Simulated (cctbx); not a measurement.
**From intensities to atoms**

Cell a = 7.1870 Å, b = 7.1870 Å, c = 13.7290 Å, α = 90.00°, β = 90.00°, γ = 90.00°; space group I4/mcm (no. 140); content Br16 Cu4 Ca4.

The data are simulated with cctbx, not measured: Mo Kα, λ = 0.71073 Å, to d = 0.7 Å, 70 % of the full sphere, strongest reflection 5000 counts, noise from counting, a 3 % proportional error and a noise floor of 15 counts (s.d.); no absorption.

2 earlier starts (other random phases, and plain and normalised amplitudes in turn) led nowhere (symmetry correlation 0.82 and 0.79).

Charge flipping in P1 on normalised amplitudes to 0.7 Å, δ = 1.1 σ, 20 % of the reflections treated as weak, 600 cycles:

```text
cycle      R  skewness
    0  0.621     0.26
   50  0.439     4.49
  100  0.427     4.38
  150  0.433     4.58
  200  0.446     4.57
  250  0.442     4.44
  300  0.437     4.54
  350  0.433     4.66
  400  0.436     4.44
  450  0.445     4.73
  500  0.429     4.44
  550  0.448     4.36
origin shift          correlation  skewness
 0.462  0.548  0.075      0.834      6.67
 0.437  0.520  0.447      0.807      5.65
 0.470  0.545  0.222      0.802      3.71
 0.488  0.491  0.126      0.782      0.82
taken: symmetry correlation 0.834, skewness 6.67
peak      x       y       z  mult  height/sigma
Q1    0.1730  0.3270  0.1329   16     17.4
Q2    0.0000  0.5000  0.0000    4      8.3
Q3    0.0000  0.0000  0.2500    4      7.8
Q4    0.0000  0.5000  0.2169    8      2.2
Q5    0.1390  0.3610  0.2582   16      1.9
Q6    0.9928  0.2165  0.1196   32      1.8
Q7    0.2106  0.2894  0.2090   16      1.8
Q8    0.0000  0.0000  0.3184    8      1.8
```

The origin is taken among those within 0.04 of the best correlation, by the skewness of the map.

It took 0.79 s on 1 thread of Arm Neoverse V2 (shared host), peak memory 0.08 GiB.

**Question.** Which peaks are atoms, and which elements?

Heights go roughly as Z and multiplicities must add up to the content. First model: Q1 = Br1 (16 in the cell, height 17.4), Q2 = Cu1 (4 in the cell, height 8.3) and Q3 = Ca1 (4 in the cell, height 7.8). Against the true structure, Q1 is Br, Q2 is Cu and Q3 is Ca; the other peaks are not atoms.

Least squares on F², isotropic:

```text
Rint 0.072, 314 unique reflections to 0.70 A
cycle     R1     wR2    GooF  max shift (A)
   1  0.1399  0.2686   7.533   0.03074
   2  0.0230  0.0393   1.103   0.00000
final R1 0.0230 wR2 0.0393 GooF 1.103  parameters 5  data/parameter 62.8
atom        x        y        z      Ueq    occ   su(xyz)  su(Uiso or U11)
Br1    0.17195  0.32805  0.13080   0.0087  1.000  0.00005  0.0001
Cu1    0.00000  0.50000  0.00000   0.0082  1.000  0.00000  0.0002
Ca1    0.00000  0.00000  0.25000   0.0113  1.000  0.00000  0.0004
difference map: max 1.52 min -1.89 rms 0.37
Q1    0.2402  0.2598  0.2755   16    1.64  1.57 A from Br1
Q2    0.1525  0.3475  0.0990   16    1.56  0.48 A from Br1
Q3    0.1358  0.3642  0.3257   16    1.37  2.04 A from Br1
Q4    0.0397  0.1883  0.5000   16    1.29  2.26 A from Cu1
Q5    0.0000  0.0000  0.1120    8    1.17  1.89 A from Ca1
```

Anisotropic refinement:

```text
Rint 0.072, 314 unique reflections to 0.70 A
cycle     R1     wR2    GooF  max shift (A)
   1  0.0230  0.0393   1.114   0.00016
   2  0.0207  0.0343   0.971   0.00000
final R1 0.0207 wR2 0.0343 GooF 0.971  parameters 11  data/parameter 28.5
atom        x        y        z      Ueq    occ   su(xyz)  su(Uiso or U11)
Br1    0.17196  0.32804  0.13081   0.0087  1.000  0.00004  0.0001
Cu1    0.00000  0.50000  0.00000   0.0081  1.000  0.00000  0.0003
Ca1    0.00000  0.00000  0.25000   0.0113  1.000  0.00000  0.0005
difference map: max 1.70 min -1.75 rms 0.37
Q1    0.2173  0.2827  0.1086   16    1.86  0.55 A from Br1
Q2    0.2405  0.2595  0.2731   16    1.56  1.59 A from Br1
Q3    0.1354  0.3646  0.3273   16    1.33  2.04 A from Br1
Q4    0.0393  0.1879  0.5000   16    1.32  2.26 A from Cu1
Q5    0.0000  0.0000  0.1121    8    1.23  1.89 A from Ca1
Q6    0.0384  0.4616  0.0000    8    1.21  0.39 A from Cu1
```

**Reading.** The refinement ends at R1 = 0.0207, wR2 = 0.0343, GooF = 0.97, with difference density between -1.75 and 1.70 e/Å³. Every site matches the true model in element, within 0.001 Å r.m.s., up to an allowed shift of origin.

True model:

```
atom  mult.       x       y       z  Ueq (Å²)
 Br1     16  0.6719  0.1719  0.3692    0.0087
 Cu1      4     1/2       0       0    0.0081
 Ca1      4     1/2     1/2     1/4    0.0115
```

The model is made up (kin elements in a known structure type, no relaxation), so it says nothing on whether the phase exists.

[Middle refinement cycles are left out of these outputs.]

[Logs are printed without paths, hosts, clocks, repeated set-up lines and the standing remarks that a program may print on its own settings, such as how far it seeks lower states.]
